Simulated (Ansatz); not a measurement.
# Cu_i (void) in MgO (Fm-3m): charge-transition levels and formation energies

Wanted: the transition levels of a interstitial in MgO (Fm-3m), from a cell of 54 host atoms with 1 Cu put in.

Main program and level: Ansatz 0.2.0; place-levels on r2SCAN runs: charge-transition levels and formation energies with image-charge correction and potential alignment at the atomic sites; PAW set soft_1.

The experiments to compare with:

For MgO, rocksalt (bulk crystal), “Electronic structure of alkaline earth and post-transition metal oxides” (2009, arxiv:0908.1581) quotes earlier work: band gap (literature experimental gap) 7.83 eV [Literature value based on experiment; other listed experimental values range from 7.7 to …].

## Step 1: Set-up

The cell holds 55 atoms: 27 Mg, 27 O and 1 Cu. Its edges and angles: a = 8.925 Å, b = 8.925 Å, c = 8.925 Å, α = 60.0°, β = 60.0°, γ = 60.0°. It derives from MgO (space group Fm-3m). Nearest the centre at fractional (0.250, 0.250, 0.917): Cu55 at 0.00 Å, Mg25 at 1.82 Å, O2 at 1.82 Å, Mg19 at 1.82 Å, O24 at 1.82 Å, O12 at 1.82 Å, Mg7 at 1.82 Å, Mg29 at 1.82 Å.

Structure file:

```xyz
55
Lattice="0.0000 6.3112 6.3112 6.3112 0.0000 6.3112 6.3112 6.3112 0.0000" Properties=species:S:1:pos:R:3 pbc="T T T"
Mg    0.0000    0.0000    0.0000
O     2.1037    2.1037    2.1037
Mg    2.1037    2.1037    0.0000
O     4.2075    4.2075    2.1037
Mg    4.2075    4.2075    0.0000
O     6.3112    6.3112    2.1037
Mg    2.1037    0.0000    2.1037
O     4.2075    2.1037    4.2075
Mg    4.2075    2.1037    2.1037
O     6.3112    4.2075    4.2075
Mg    6.3112    4.2075    2.1037
O     8.4150    6.3112    4.2075
Mg    4.2075    0.0000    4.2075
O     6.3112    2.1037    6.3112
Mg    6.3112    2.1037    4.2075
O     8.4150    4.2075    6.3112
Mg    8.4150    4.2075    4.2075
O    10.5187    6.3112    6.3112
Mg    0.0000    2.1037    2.1037
O     2.1037    4.2075    4.2075
Mg    2.1037    4.2075    2.1037
O     4.2075    6.3112    4.2075
Mg    4.2075    6.3112    2.1037
O     6.3112    8.4150    4.2075
Mg    2.1037    2.1037    4.2075
O     4.2075    4.2075    6.3112
Mg    4.2075    4.2075    4.2075
O     6.3112    6.3112    6.3112
Mg    6.3112    6.3112    4.2075
O     8.4150    8.4150    6.3112
Mg    4.2075    2.1037    6.3112
O     6.3112    4.2075    8.4150
Mg    6.3112    4.2075    6.3112
O     8.4150    6.3112    8.4150
Mg    8.4150    6.3112    6.3112
O    10.5187    8.4150    8.4150
Mg    0.0000    4.2075    4.2075
O     2.1037    6.3112    6.3112
Mg    2.1037    6.3112    4.2075
O     4.2075    8.4150    6.3112
Mg    4.2075    8.4150    4.2075
O     6.3112   10.5187    6.3112
Mg    2.1037    4.2075    6.3112
O     4.2075    6.3112    8.4150
Mg    4.2075    6.3112    6.3112
O     6.3112    8.4150    8.4150
Mg    6.3112    8.4150    6.3112
O     8.4150   10.5187    8.4150
Mg    4.2075    4.2075    8.4150
O     6.3112    6.3112   10.5187
Mg    6.3112    6.3112    8.4150
O     8.4150    8.4150   10.5187
Mg    8.4150    8.4150    8.4150
O    10.5187   10.5187   10.5187
Cu    7.3631    7.3631    3.1556
```

Screening for the image-charge correction: ε∞ = 3.24, ε0 = 10.37, from a response run on this crystal (DFPT, PBEsol) at that run's own cell.

The cell's shortest repeat is 8.9 Å.

## Step 2: What was run first

A transition level is the Fermi level at which two charge states cost the same, so each charge needs its own total energy, at its own relaxed structure.

Each atom starts 0.05 Å or so off its site in a random direction: a symmetric start keeps its symmetry, and would miss off-centre moves and Jahn–Teller distortions. Forces are taken at one point at (¼, ¼, ¼). The cell holds 1 electron fewer than the neutral one, with a uniform background that keeps it neutral on the whole.

The sampling was tested on the host first: at the k-points planned (1x1x1 shifted 0.25 0.25 0.25) its energy lies 0.020 eV an atom from the dense-mesh value, under the bound of 0.02 eV set for this test; that bounds the host's error, not the defect's.

One state's input; the others differ in charge, spin, start and seed, and in occupations where the table says so.

Input file qp1.relax/input.yaml:

```yaml
crystal:
  lattice:
    - [0.0, 2.10374764, 2.10374764]
    - [2.10374764, 0.0, 2.10374764]
    - [2.10374764, 2.10374764, 0.0]
  atoms:
    - { symbol: Mg, position: [0.0, 0.0, 0.0] }
    - { symbol: O, position: [0.5, 0.5, 0.5] }
  supercell: [3, 3, 3]
  defects: [{ interstitial: { symbol: Cu, position: [0.25, 0.25, 0.916667] } }]
total_charge: 1
basis:
  ecutwfc: 500
  xc_grid: 2
hamiltonian:
  xc: r2scan
  pseudopotentials: { kind: paw, azcp: { folder: soft_1 } }
kpoints:
  mp_grid: { grid: [1, 1, 1], shift: [0.25, 0.25, 0.25] }
scf:
  occupations: { method: fixed }
  max_iter: 80
output:
  forces: true
  charged_corrections: { epsilon: 3.24, static_epsilon: 10.37 }
relax:
  f_tol: 0.02
  max_steps: 80
  random_displacement: { amplitude: 0.05, seed: 2641 }
checkpoint:
  write: "../qp1.relax.run"
  compress: false
  write_wavefunctions: true
  write_every: 100000
```

Command:

```bash
ansatz run input.yaml --threads 4 --pin off --max-ram 7536MiB --backend cpu --events-out ev --progress --plain --runs-dir out
```

The relaxed structure is kept and the sampling changed to a 2×2×2 shifted mesh.

The run of this state that the levels use, under r2SCAN:

Input file qp1.point/input.yaml:

```yaml
crystal:
  checkpoint: "../qp1.relax.run"
  host: checkpoint
total_charge: 1
basis:
  ecutwfc: 500
  xc_grid: 2
hamiltonian:
  xc: r2scan
  pseudopotentials: { kind: paw, azcp: { folder: soft_1 } }
kpoints:
  mp_grid: { grid: [2, 2, 2], shift: [0.5, 0.5, 0.5] }
scf:
  occupations: { method: fermi_dirac, width: 0.01 }
  max_iter: 80
output:
  forces: true
  eigenvalues: true
  charged_corrections:
    epsilon: 3.24
    static_epsilon: 10.37
    defect_position: [0.25, 0.25, 0.916667]
  eigenstates: { localisation: true }
  populations: true
  band_densities: [{ bands: [v1, v1] }, { bands: [c1, c1] }]
  write_density: true
  write_potential: true
  volumetric_format: npy
checkpoint:
  read: "../qp1.relax.run"
  write: "../qp1.point.run"
  compress: false
  write_wavefunctions: false
  write_every: 100000
```

Relaxations under r2SCAN at one point at (¼, ¼, ¼); times on 4 threads of Intel Xeon 6975P-C (Granite Rapids), shared host:

| charge | moment (μB) | occupations | outcome | steps | largest displacement against the far atoms (Å) | time |
| --- | --- | --- | --- | --- | --- | --- |
| 0 | 1 | fixed | converged | 6 | 0.34 | 2.2 min |
| +1 | 0 | fixed | converged | 10 | 0.35 | 1.9 min |
| +2 | 1 | fixed | converged | 19 | 0.57 | 8.9 min |

Single points under r2SCAN at a 2×2×2 shifted mesh; times on 4 threads of Intel Xeon 6975P-C (Granite Rapids), shared host:

| charge | moment (μB) | occupations | outcome | time |
| --- | --- | --- | --- | --- |
| 0 | 1 | fermi-dirac | converged | 2.5 min |
| +1 | 0 | fermi-dirac | converged | 55 s |
| +2 | 1 | fermi-dirac | converged | 2.8 min |

Distances (Å) from Cu55 to the nearest atoms after relaxation with r2SCAN:

| charge | moment (μB) | 1. | 2. | 3. | 4. | 5. | 6. |
| --- | --- | --- | --- | --- | --- | --- | --- |
| 0 | 1 | O 1.98 | O 1.99 | O 1.99 | O 1.99 | Mg 2.15 | Mg 2.16 |
| +1 | 0 | O 1.92 | O 1.95 | O 1.95 | O 1.95 | Mg 2.15 | Mg 2.15 |
| +2 | 1 | O 1.81 | O 1.81 | O 1.91 | O 2.07 | Mg 2.11 | Mg 2.19 |

## Step 3: place-levels, r2SCAN

A charged cell interacts with its images and the background, and its potential has another zero than the host's. place-levels removes the first by a point-charge model, screened by the static dielectric constant since the ions have relaxed around the charge, and the second by comparing potentials at atoms far from the defect.

The host is a run of the defect-free crystal in the same cutoffs, grids and k-points, so that basis and sampling errors cancel in part in the differences. The host is run in a cell of 2 atoms on a matching mesh. Its band edges are searched through the zone by a band path, so the gap is smaller than, or equal to, that on the mesh. Chemical potentials are energies per atom of Cu (fcc), run with the same functional and cutoff.

Input file levels.point.yaml:

```yaml
host:
  run: host.point.run
states: [q0_M1.point.run, qp1.point.run, qp2_M1.point.run]
geometry_from:
  q0_M1.point.run: q0_M1.relax.run
  qp1.point.run: qp1.relax.run
  qp2_M1.point.run: qp2_M1.relax.run
chemical_potentials:
  Cu:
    energy: -6631.253193
    dataset: "<sha256 of the dataset>"
epsilon: 3.24
static_epsilon: 10.37
vertical:
  - { from: qp1.point.run, to: qp1.point_neutral.run }
  - { from: qp2_M1.point.run, to: qp2_M1.point_neutral.run }
```

Command:

```bash
ansatz place-levels levels.point.yaml -- --threads 4 --pin off --max-ram 7536MiB
```

Numbers of over 12 decimals in the logs are rounded to 6 here.

The program printed:

```text
[... repeated set-up lines and file paths are left out, and long positions are rounded to six places ...]
(+2/+1) 0.167 eV above the valence edge, 5.511 eV under the conduction edge
(+1/0) 5.723 eV above the valence edge (+5.828 eV without the band-filling correction), in the conduction band
formation energy of charge +2: +4.648 eV with the Fermi level at the valence edge
formation energy of charge +1: +4.814 eV with the Fermi level at the valence edge
formation energy of charge 0: +10.537 eV with the Fermi level at the valence edge
vertical +1 to 0: no energy, since no alignment is typed
  the change from vertical[0].from (qp1.point.run) to vertical[0].to (qp1.point_neutral.run): by its potential at epsilon 3.24 it stands at 0.240 0.237 0.906, with an rms radius of about 2.7 Å (1.6 1.6 1.6 Å across the planes of the cell's vectors); [...]
vertical +2 to 0: no energy, since no alignment is typed
  the change from vertical[1].from (qp2_M1.point.run) to vertical[1].to (qp2_M1.point_neutral.run): by its potential at epsilon 3.24 it stands at 0.265 0.221 0.931, with an rms radius of about 2.5 Å (1.4 1.4 1.4 Å across the planes of the cell's vectors); [...]
  edges by r2scan, gap 5.678 eV; the host is sampled to repeats of 17.85 Å
  the defect's cells are sampled to repeats of 17.85 Å, like sampling
  charge +2: -74096.6840 eV with its correction of +1.970 eV, at epsilon 10.37, aligned at sites: +0.4805 eV, mean over 22 atomic sites at or beyond 4.46 Å from the defect at [0.2500, 0.2500, 0.9167], with +0.000000 for the charge's moments and without [...]
  charge +1: -74088.8327 eV with its correction of +0.697 eV, at epsilon 10.37, aligned at sites: +0.4450 eV, mean over 22 atomic sites at or beyond 4.46 Å from the defect at [0.2500, 0.2500, 0.9167], with +0.000000 for the charge's moments and without [...]
  charge 0: +0.000 eV for its dipole among its images, +0.000 omitted
  of states[2] (qp2_M1.point.run): it parts from the run at its places by a charge that spreads by about 1.4 Å along one vector (1.3 Å or more is wide), by its potential at epsilon 3.24, taken for that of held ions (one typed too small widens it), where the [...]
  of states[1] (qp1.point.run): it parts from the run at its places by a charge that spreads by about 1.6 Å along one vector (1.3 Å or more is wide), by its potential at epsilon 3.24, taken for that of held ions (one typed too small widens it), where the cell [...]
  of states[0] (q0_M1.point.run): a band-filling correction moves a carrier to the host's band edge, which changes its energy by -0.105 eV; [...]
  of vertical[0].from (qp1.point.run): it parts from the run at its places by a charge that spreads by about 1.6 Å along one vector (1.3 Å or more is wide), by its potential at epsilon 3.24, taken for that of held ions (one typed too small widens it), where [...]
  of vertical[0].to (qp1.point_neutral.run): its moments are held at its close (magnetization.spin_locking), by a field of 0.297 eV a Bohr magneton, and its energy and levels are of the state that this holds: a run that lets them go can end lower; [...]
  of vertical[1].from (qp2_M1.point.run): its displacements don't fall off away from the defect: farther atoms stand 0.015 Å off the host's places. [...]
  of vertical[1].to (qp2_M1.point_neutral.run): its displacements don't fall off away from the defect: farther atoms stand 0.015 Å off the host's places. [...]
```

The job ended after 0.39 s (4 threads of Intel Xeon 6975P-C (Granite Rapids), shared host).

Levels between the charges placed, in eV above the valence top:

|  | gap (eV) | (+2/+1) | (+1/0) |
| --- | --- | --- | --- |
| r2SCAN | 5.68 | 0.17 | 5.72 |

Corrections by state:

| charge | moment (μB) | image terms and alignment (eV) | band filling (eV) | ε used | over the lowest of its charge, as the program ranks them, band filling apart (eV) |
| --- | --- | --- | --- | --- | --- |
| +2 | 1.0 | 1.970 | - | 10.37 | 0.000 |
| +1 | 0.0 | 0.697 | - | 10.37 | 0.000 |
| 0 | 1.0 | 0.000 | -0.105 | - | 0.000 |

The charged structures listed were also run neutral, and place-levels reads from each pair, by the potential or the spins, how wide the charge is by which they differ; that can be the carrier of either run.

| charge | rms radius (Å) | spread where it is widest against the cell (Å) | wide from (Å) | reading |
| --- | --- | --- | --- | --- |
| +2 | 2.5 | 1.43 | 1.26 | wide |
| +1 | 2.7 | 1.57 | 1.26 | wide |

The neutral runs of these pairs need not share the spin of the lowest neutral state, and very wide values only mean spread over the cell.

From the program's caveats on the states, each cut to its opening words:

- charge +2 (1 μB): it parts from the run at its places by a charge that spreads by about 1.4 Å along one vector (1.3 Å or more is wide), by its potential at epsilon 3.24, taken [...]
- charge +2 (1 μB): its alignment with the host at atomic sites is doubtful: the mean over the far sites moves by -0.0889 eV from their farther parts to their nearer, more than [...]
- charge +2 (1 μB): its displacements don't fall off away from the defect: farther atoms stand 0.015 Å off the host's places
- charge +2 (1 μB), 0 (1 μB): flagged: stability check not made
- charge +1: it parts from the run at its places by a charge that spreads by about 1.6 Å along one vector (1.3 Å or more is wide), by its potential at epsilon 3.24, taken [...]
- charge 0 (1 μB): a band-filling correction moves a carrier to the host's band edge, which changes its energy by -0.105 eV
- charge 0 (1 μB): its moments are held at its close (magnetization.spin_locking), by a field of 0.189 eV a Bohr magneton, and its energy and levels are of the state that this [...]

Chemical potentials of the elements' reference phases, run alike. Formation energies (elemental references), with the Fermi level at the valence top and at the conduction bottom (gap 5.68 eV):

| charge | at valence top (eV) | at conduction bottom (eV) | correction included (eV) |
| --- | --- | --- | --- |
| +2 | 4.65 | 16.00 | 1.97 |
| +1 | 4.81 | 10.49 | 0.70 |
| 0 | 10.54 | 10.54 | -0.10 |

(Fermi level (eV), lowest formation energy (eV)): (0.00, 4.65), (0.52, 5.33), (1.03, 5.85), (1.55, 6.36), (2.06, 6.88), (2.58, 7.39), (3.10, 7.91), (3.61, 8.43), (4.13, 8.95), (4.65, 9.46), (5.16, 9.98), (5.68, 10.49)

## Step 4: The same at the relaxations' own k-points

The relaxations' own energies give the levels at their sampling, for comparison.

Input file levels.relax_mesh.yaml:

```yaml
host:
  run: host.relax.run
states: [q0_M1.relax.run, qp1.relax.run, qp2_M1.relax.run]
chemical_potentials:
  Cu:
    energy: -6631.253193
    dataset: "<sha256 of the dataset>"
```

Command:

```bash
ansatz place-levels levels.relax_mesh.yaml -- --threads 4 --pin off --max-ram 7536MiB
```

The program printed:

```text
(+2/+1) 0.237 eV above the valence edge, 5.422 eV under the conduction edge
(+1/0) 5.358 eV above the valence edge, 0.301 eV under the conduction edge
formation energy of charge +2: +4.614 eV with the Fermi level at the valence edge
formation energy of charge +1: +4.850 eV with the Fermi level at the valence edge
formation energy of charge 0: +10.208 eV with the Fermi level at the valence edge
  edges by r2scan, gap 5.659 eV; the host is sampled to repeats of 8.93 Å
[... the lines on each state left out ...]
```

Wall time 0.14 s (4 threads).

Levels between neighbouring charges, in eV above the valence top:

|  | gap (eV) | (+2/+1) | (+1/0) |
| --- | --- | --- | --- |
| one point at (¼, ¼, ¼) | 5.66 | 0.24 | 5.36 |
| a 2×2×2 shifted mesh | 5.68 | 0.17 | 5.72 |

Going from one point at (¼, ¼, ¼) to a 2×2×2 shifted mesh moves the levels that carry no band-filling term by up to 0.07 eV and formation energies against the elements by up to 0.33 eV; band-filling terms, which differ between samplings, are in these energies.

## Step 5: Summary of results

```yaml
gap_of_the_host: 5.68 eV (r2SCAN)
level_plus_2_plus_1: 0.17 eV above the valence top
level_plus_1_over_0: 5.72 eV above the valence top, past the conduction bottom (5.83 eV above the valence top without the band-filling term)
lowest_of_the_charges_placed_just_above_the_valence_top_0p02_ev: +2
lowest_of_the_charges_placed_just_below_the_conduction_bottom_0p02_ev: +1
lowest_formation_energy_at_mid_gap_of_the_charges_run_elemental_references: 7.65 eV
```

In words: Of the charges placed (0, +1 and +2), the lowest changes at 0.17 eV (+2/+1) above the valence top, in a gap of 5.68 eV. (+2/+1) lies nearer to a band edge than the share of the finite-size correction in it (1.27 eV), and that correction holds for a localised charge alone. Charges above +2 and below 0 were not placed, so these runs say nothing of levels that involve them. States placed: +2 at 1 μB; +1 at 0 μB; 0 at 1 μB. Other spin states or structures, where not listed, weren't placed. The program finds carriers beyond a band edge of the host and adds a band-filling term at charge 0 (-0.10 eV); steps to such a charge show no bound level, and a defect level inside a band would be read the same way. Corrections reach 2.0 eV, so the cell is small for these charges and their levels are rough. Cu is taken at its element; compounds, which aren't counted here, bound the chemical potentials and would shift these formation energies. Going from one point at (¼, ¼, ¼) to a 2×2×2 shifted mesh moves the levels that carry no band-filling term by up to 0.07 eV and formation energies against the elements by up to 0.33 eV; band-filling terms, which differ between samplings, are in these energies. The program doubts the alignment of potentials for at least one state, a sign that the cell is small. What this leaves open: the images are only 8.9 Å apart; r2SCAN makes the gap too small and tends to spread out bound carriers; where a gas molecule sets a chemical potential or the host's formation energy, its binding is uncorrected; force components of up to 0.29 eV/Å remain in a run at the final settings.

Calculation against experiment:

| quantity | measured | r2SCAN |
| --- | --- | --- |
| band gap (least gap of the host) (eV) | 7.83 | 5.68 (-2.15 eV) |

Measured values from arxiv:0908.1581 (2009).

**Verdict.** The band gap is off by -2.15 eV: a clear miss. Local and semilocal functionals usually give gaps below the measured ones. Zero-point and thermal motion shift the measured gap.

[Logs are printed without paths, hosts, clocks, repeated set-up lines and the standing remarks that a program may print on its own settings, such as how far it seeks lower states.]

[Hosts, paths, dates, database ids (printed as entryN), source tags and the programs' standing remarks are cut or masked in the printed files.]

[Where a table of states has a column of steps, it counts the stored structures, which are thinned; the runs took as many ionic steps or more.]

[A defect's name tells the site on which it was built; relaxed atoms can leave that site.]

[For some hosts the program warned that the k-mesh of the response run may be too coarse for force constants and the static dielectric constant; such warnings are not shown here.]
